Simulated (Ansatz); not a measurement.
**G0W0 on several functionals: LaInO3 (Pnma)**

One-shot GW is not self-consistent; how far does the start matter for LaInO3 (Pnma)?

Calculated with Ansatz 0.2.0; G0W0 on several functionals, plane waves, PAW.

## 1. Starting point

The structure is orthorhombic, space group Pnma (No. 62). Conventional cell: a = 5.940 Å, b = 8.216 Å, c = 5.723 Å, α = 90.00°, β = 90.00°, γ = 90.00°. La has 8 O at 2.38 to 2.94 Å nearest. In has 6 O at 2.16 to 2.17 Å nearest. Nearest to O lie 2 In at 2.17 Å and 2 La at 2.38 to 2.50 Å. Nearest to O lie 2 In at 2.16 to 2.17 Å and 3 La at 2.40 to 2.94 Å. Farther neighbours and most contacts between anions are not listed.

Geometry: measured cell, ions relaxed with r2SCAN. The runs that relaxed it are not among those shown. Spin-orbit coupling is left out unless a step names it. The default PAW set here is soft_2. Its files were made with PBE.

## 2. G0W0 on r2SCAN

Now the one-shot GW correction: screening in the RPA, then the self-energy of the levels asked for.

This step: G0W0 on r2SCAN, plane waves, PAW.

File input.yaml:

```yaml
crystal:
  lattice:
    - [5.9404, 0.0, 0.0]
    - [0.0, 8.2158, 0.0]
    - [0.0, 0.0, 5.7229]
  atoms:
    - { symbol: La, position: [0.9463878522, 0.25, 0.0153056097] }
    - { symbol: La, position: [0.5536121478, 0.75, 0.5153056097] }
    - { symbol: La, position: [0.4463878522, 0.25, 0.4846943903] }
    - { symbol: La, position: [0.0536121478, 0.75, 0.9846943903] }
    - { symbol: In, position: [0.0, 0.0, 0.5] }
    - { symbol: In, position: [0.5, 0.0, 0.0] }
    - { symbol: In, position: [0.5, 0.5, 0.0] }
    - { symbol: In, position: [0.0, 0.5, 0.5] }
    - { symbol: O, position: [0.0443817441, 0.25, 0.6126999622] }
    - { symbol: O, position: [0.4556182559, 0.75, 0.1126999622] }
    - { symbol: O, position: [0.5443817441, 0.25, 0.8873000378] }
    - { symbol: O, position: [0.9556182559, 0.75, 0.3873000378] }
    - { symbol: O, position: [0.1980525852, 0.0593550042, 0.1955759518] }
    - { symbol: O, position: [0.3019474148, 0.9406449958, 0.6955759518] }
    - { symbol: O, position: [0.6980525852, 0.4406449958, 0.3044240482] }
    - { symbol: O, position: [0.8019474148, 0.5593550042, 0.8044240482] }
    - { symbol: O, position: [0.8019474148, 0.9406449958, 0.8044240482] }
    - { symbol: O, position: [0.6980525852, 0.0593550042, 0.3044240482] }
    - { symbol: O, position: [0.3019474148, 0.5593550042, 0.6955759518] }
    - { symbol: O, position: [0.1980525852, 0.4406449958, 0.1955759518] }
kpoints:
  mp_grid: { grid: [2, 2, 2] }
hamiltonian:
  xc: r2scan
scf:
  occupations: { method: fixed }
gw:
  n_empty_bands: 436
  ecut_chi: 78
  qp_bands: [v4, c4]
  qp_kpoints: band_edges
  screening: { model: contour_deformation }
```

On the command line:

```console
$ ansatz run input.yaml --threads 24 --pin off --max-ram 82944MiB --backend cuda --events-out ev --progress --plain --runs-dir out --devices 1 --max-vram 78GiB
```

Numbers of over 12 decimals in the logs are rounded to 6 here.

What it wrote:

```text
GPUs: using 1 of 1 available (devices: 1).
Engine: ansatz 0.2.0, aarch64-unknown-linux-gnu
Pseudopotentials: kind: paw
Pseudopotential: La, paw, valence charge 11, recommended cutoff 500 eV (meta_gga), La.paw.azcp
Pseudopotential: In, paw, valence charge 13, recommended cutoff 500 eV (meta_gga), In.paw.azcp
Pseudopotential: O, paw, valence charge 6, recommended cutoff 500 eV (meta_gga), O.paw.azcp
Functional definition: r2SCAN
  parameter k0 = 0.174
  parameter k1 = 0.065
  parameter a1 = 4.9479
  exchange = r2scan_x(k0 = k0, k1 = k1, a1 = a1)
  correlation = r2scan_c
[...]
Crystal: 20 atoms, lattice volume = 279.307 Å³
Basis set: ecut = 500 eV, 7101 PW (Γ), exchange–correlation on 180×240×180 points (64 copies of the dense FFT grid, shifted against one another)
Bands: 104, of which v1, the nominal top of the filled ones, is band 84 counted from 1 (83 counted from 0)
Symmetry: 8 space group operations
Space group: Pnma (ITA 62), of the structure as read, at distance tolerance 6.5e-5 Å
k-points: 8
Non-local potential: La, projectors of the file, l = 0: 3, l = 1: 2, l = 2: 2, l = 3: 3
Non-local potential: In, projectors of the file, l = 0: 2, l = 1: 2, l = 2: 2, l = 3: 2
Non-local potential: O, projectors of the file, l = 0: 2, l = 1: 2, l = 2: 1
PAW form: soft (Blöchl's): semilocal exchange-correlation on the pseudo side does not see the compensation charge
PAW frozen core: La, regenerated for the run's functional (the file was generated under x = pbe(κ = 0.804, μ = 0.219515), c = pbe(β = 0.066725))
PAW frozen core: In, regenerated for the run's functional (the file was generated under x = pbe(κ = 0.804, μ = 0.219515), c = pbe(β = 0.066725))
PAW frozen core: O, regenerated for the run's functional (the file was generated under x = pbe(κ = 0.804, μ = 0.219515), c = pbe(β = 0.066725))
PAW one-centre angular grid: La, 974 points (default); XC on 160 Gauss nodes
PAW one-centre angular grid: In, 590 points (default); XC on 289 of its mesh's 2783 points in the sphere
PAW one-centre angular grid: O, 302 points (default); XC on 160 Gauss nodes
Initial density: superposition of atomic densities (neutral atoms: chi_scale 0, normalization atom), corrected by the library's trained network
Initial wavefunctions: pseudopotential atomic-orbital guess
[...]
Functional: x = r2scan, c = r2scan; τ floored in thin density (d = 2e-4 eV/Å³)
SCF iter   1: F=—  HF=-54353.308298 eV  |F-HF|=—  |Δ(HF+E_count)|=         —  Δρ=1.29e-2  dr2=5.35e-1  dr2_τ=7.56e-1  ethr=1.77e-3  ⟨swp⟩=4.8  Hψ=2949  notcnv=0  defer=127
preconditioner: auto → Resta (q_TF=auto, 2.507 Å⁻¹)  ε∞=4.7  [insulator: Δε(μ)=3.625 eV  Ē_g=14.650 eV  n_scr=74 (ndim 8)  ℏωp=28.1 eV  f_vac=0.000  ε∞_Penn≈4.7]
SCF iter   2: F=—  HF=-54353.710882 eV  |F-HF|=—  |Δ(HF+E_count)|=   4.03e-1  Δρ=6.14e-3  dr2=7.13e-2  dr2_τ=1.08e-2  ethr=3.18e-4  ⟨swp⟩=3.5  Hψ=1671  notcnv=0  defer=136
SCF iter   3: F=—  HF=-54353.699122 eV  |F-HF|=—  |Δ(HF+E_count)|=   1.18e-2  Δρ=1.87e-3  dr2=6.45e-3  dr2_τ=7.27e-4  ethr=4.24e-5  ⟨swp⟩=4.1  Hψ=1535  notcnv=0  defer=140
SCF iter   4: F=—  HF=-54353.698944 eV  |F-HF|=—  |Δ(HF+E_count)|=   1.78e-4  Δρ=5.36e-4  dr2=4.20e-4  dr2_τ=8.25e-5  ethr=3.84e-6  ⟨swp⟩=3.6  Hψ=1425  notcnv=0  defer=140
SCF iter   5: F=—  HF=-54353.699049 eV  |F-HF|=—  |Δ(HF+E_count)|=   1.05e-4  Δρ=2.50e-4  dr2=1.43e-4  dr2_τ=2.37e-5  ethr=2.50e-7  ⟨swp⟩=2.0  Hψ=1424  notcnv=0  defer=140
SCF iter   6: F=—  HF=-54353.699031 eV  |F-HF|=—  |Δ(HF+E_count)|=   1.75e-5  Δρ=5.31e-5  dr2=6.00e-6  dr2_τ=7.10e-7  ethr=8.53e-8  ⟨swp⟩=2.0  Hψ=1384  notcnv=0  defer=140
SCF iter   7: F=—  HF=-54353.699034 eV  |F-HF|=—  |Δ(HF+E_count)|=   2.78e-6  Δρ=2.23e-5  dr2=1.37e-6  dr2_τ=9.91e-8  ethr=3.57e-9  ⟨swp⟩=2.4  Hψ=1495  notcnv=0  defer=132
SCF iter   8: F=-54353.699034 eV  HF=-54353.699034 eV  |F-HF|=1.40e-8  |Δ(HF+E_count)|=   1.07e-7  Δρ=4.01e-6  dr2=4.40e-8  dr2_τ=1.31e-9  ethr=5.95e-11  ⟨swp⟩=11.0  Hψ=3922  notcnv=0
SCF 1 converged in 8 iterations: F = -54353.699034 eV  dr2 = 4.40e-8
  greatest PAW one-centre occupation: 0.991 electrons in one spin orbital (limit 2), on the In atom at site 6 (counted from 0), in its partial waves of l = 2
[...]
SCF converged after 8 iterations
[...]
1    81      9.3878   -25.7647     4.6892   -20.9682  0.7669     9.2804     9.2806  root
     1    82      9.3878   -25.7647     4.6892   -20.9682  0.7669     9.2804     9.2806  root
     1    83      9.4567   -26.2490     4.5675   -21.5895  0.7710     9.3646     9.3648  root
     1    84      9.4567   -26.2490     4.5675   -21.5895  0.7710     9.3646     9.3648  root
     1    85     14.8950   -14.1274    -5.1959   -21.4003  0.8029    17.0303    16.9720  root
     1    86     14.8950   -14.1274    -5.1959   -21.4003  0.8029    17.0303    16.9720  root
     1    87     15.1966   -18.6395    -8.3627   -30.7935  0.7569    19.4105    18.9878  root ?
     1    88     15.1966   -18.6395    -8.3627   -30.7935  0.7569    19.4105    18.9878  root ?
     2    81      9.3953   -26.1304     4.6614   -21.3779  0.7683     9.3041     9.3042  root
     2    82      9.3953   -26.1304     4.6614   -21.3779  0.7683     9.3041     9.3042  root
     2    83      9.7064   -27.3509     4.2855   -23.0002  0.7783     9.6411     9.6412  root
     2    84      9.7064   -27.3509     4.2855   -23.0002  0.7783     9.6411     9.6412  root
     2    85     14.2441   -12.5926    -3.7922   -17.4712  0.8233    15.3398    15.3304  root
     2    86     14.2441   -12.5926    -3.7922   -17.4712  0.8233    15.3398    15.3304  root
     2    87     15.2003   -18.7679    -8.3723   -30.9427  0.7565    19.4285    19.0029  root ?
     2    88     15.2003   -18.7679    -8.3723   -30.9427  0.7565    19.4285    19.0029  root ?
     3    81      9.3773   -26.1298     4.5781   -21.4632  0.7688     9.2888     9.2890  root
     3    82      9.3773   -26.1298     4.5781   -21.4632  0.7688     9.2888     9.2890  root
     3    83      9.5907   -26.3759     4.5780   -21.7219  0.7720     9.5147     9.5148  root
     3    84      9.5907   -26.3759     4.5780   -21.7219  0.7720     9.5147     9.5148  root
     3    85     15.1125   -15.5266    -6.3927   -24.7111  0.7854    18.0572    17.9043  root ?
     3    86     15.1125   -15.5266    -6.3927   -24.7111  0.7854    18.0572    17.9043  root ?
     3    87     15.1894   -16.9402    -7.4705   -27.7353  0.7693    18.8109    18.5140  root ?
     3    88     15.1894   -16.9402    -7.4705   -27.7353  0.7693    18.8109    18.5140  root ?
     4    81      9.4046   -25.8531     4.6854   -21.0385  0.7676     9.2752     9.2754  root
     4    82      9.4046   -25.8531     4.6854   -21.0385  0.7676     9.2752     9.2754  root
     4    83      9.5253   -26.5818     4.5308   -21.9788  0.7716     9.4531     9.4531  root
     4    84      9.5253   -26.5818     4.5308   -21.9788  0.7716     9.4531     9.4531  root
     4    85     14.8489   -13.9117    -5.0698   -20.9952  0.8049    16.9155    16.8626  root
     4    86     14.8489   -13.9117    -5.0698   -20.9952  0.8049    16.9155    16.8626  root
     4    87     15.1747   -18.0210    -8.0471   -29.6879  0.7610    19.1798    18.7946  root ?
     4    88     15.1747   -18.0210    -8.0471   -29.6879  0.7610    19.1798    18.7946  root ?
     5    81      9.6386   -26.2548     4.6053   -21.5504  0.7701     9.5394     9.5395  root
     5    82      9.6386   -26.2548     4.6053   -21.5504  0.7701     9.5394     9.5395  root
     5    83      9.6778   -27.3312     4.2654   -23.0218  0.7785     9.6338     9.6338  root
     5    84      9.6778   -27.3312     4.2654   -23.0218  0.7785     9.6338     9.6338  root
     5    85     15.2419   -18.8276    -8.3913   -31.0284  0.7569    19.4782    19.0513  root ?
     5    86     15.2419   -18.8276    -8.3913   -31.0284  0.7569    19.4782    19.0513  root ?
     5    87     15.2512   -19.2954    -8.5845   -31.7703  0.7528    19.6045    19.1415  root ?
     5    88     15.2512   -19.2954    -8.5845   -31.7703  0.7528    19.6045    19.1415  root ?
     6    81      9.3825   -25.9006     4.6115   -21.1795  0.7687     9.2728     9.2730  root
     6    82      9.3825   -25.9006     4.6115   -21.1795  0.7687     9.2728     9.2730  root
     6    83      9.3825   -25.9006     4.6115   -21.1795  0.7687     9.2728     9.2730  root
     6    84      9.3825   -25.9006     4.6115   -21.1795  0.7687     9.2728     9.2730  root
     6    85     15.1424   -16.0675    -6.6842   -25.7122  0.7793    18.2925    18.1030  root ?
     6    86     15.1424   -16.0675    -6.6842   -25.7122  0.7793    18.2925    18.1030  root ?
     6    87     15.1424   -16.0675    -6.6842   -25.7122  0.7793    18.2925    18.1030  root ?
     6    88     15.1424   -16.0675    -6.6842   -25.7122  0.7793    18.2925    18.1030  root ?
     7    81      9.5253   -26.4278     4.5492   -21.7868  0.7711     9.4334     9.4336  root
     7    82      9.5253   -26.4278     4.5492   -21.7868  0.7711     9.4334     9.4336  root
     7    83      9.5253   -26.4278     4.5492   -21.7868  0.7711     9.4334     9.4336  root
     7    84      9.5253   -26.4278     4.5492   -21.7868  0.7711     9.4334     9.4336  root
     7    85     15.2342   -18.9714    -8.4784   -31.2932  0.7551    19.5193    19.0775  root ?
     7    86     15.2342   -18.9714    -8.4784   -31.2932  0.7551    19.5193    19.0775  root ?
     7    87     15.2342   -18.9714    -8.4784   -31.2932  0.7551    19.5193    19.0775  root ?
     7    88     15.2342   -18.9714    -8.4784   -31.2932  0.7551    19.5193    19.0775  root ?
```

Wall time 7.8 s (1 × NVIDIA GB200 (shared by 2 runs) with 24 threads of Arm Neoverse V2, shared host); peak memory 2.7 GiB.

This step gave:

| Property | Result |
| --- | --- |
| bands summed | 520 |
| RPA ε∞ on this mesh (eigenvalues) | 4.153, 4.275, 4.377 |
| plane waves in the screening matrix | 431 |
| q-points in the mesh | 8 |
| G0W0 gap on the mesh | 4.442 eV |
| k of the valence top | 0, 0, 0 |
| k of the conduction bottom | 0, 0, 0 |
| starting gap on the mesh | 3.554 eV |
| Z at the valence top | 0.7779 |
| Z at the conduction bottom | 0.8282 |
| least direct G0W0 gap on the computed points | 4.442 eV |

The gap on the mesh goes from 3.55 eV to 4.44 eV, a correction of +0.89 eV. Between the two edge states, bare exchange in place of the xc potential would open the gap by 8.58 eV, and correlation takes back 7.69 eV.

[end of part 1 of 2]

[Paths, hosts, dates, memory and timing lines, banners, echoed tables and standing remarks are left out of the program output.]

[Logs are printed without paths, hosts, clocks, repeated set-up lines and the standing remarks that a program may print on its own settings, such as how far it seeks lower states.]

[Runs of the session that timed out or met a known fault of the program may be left out.]

[Cells called generated may have been cut or substituted from an entry of the Crystallography Open Database or the Materials Project.]

[Hosts, paths, dates, database ids (printed as entryN), source tags and the programs' standing remarks are cut or masked in the printed files.]
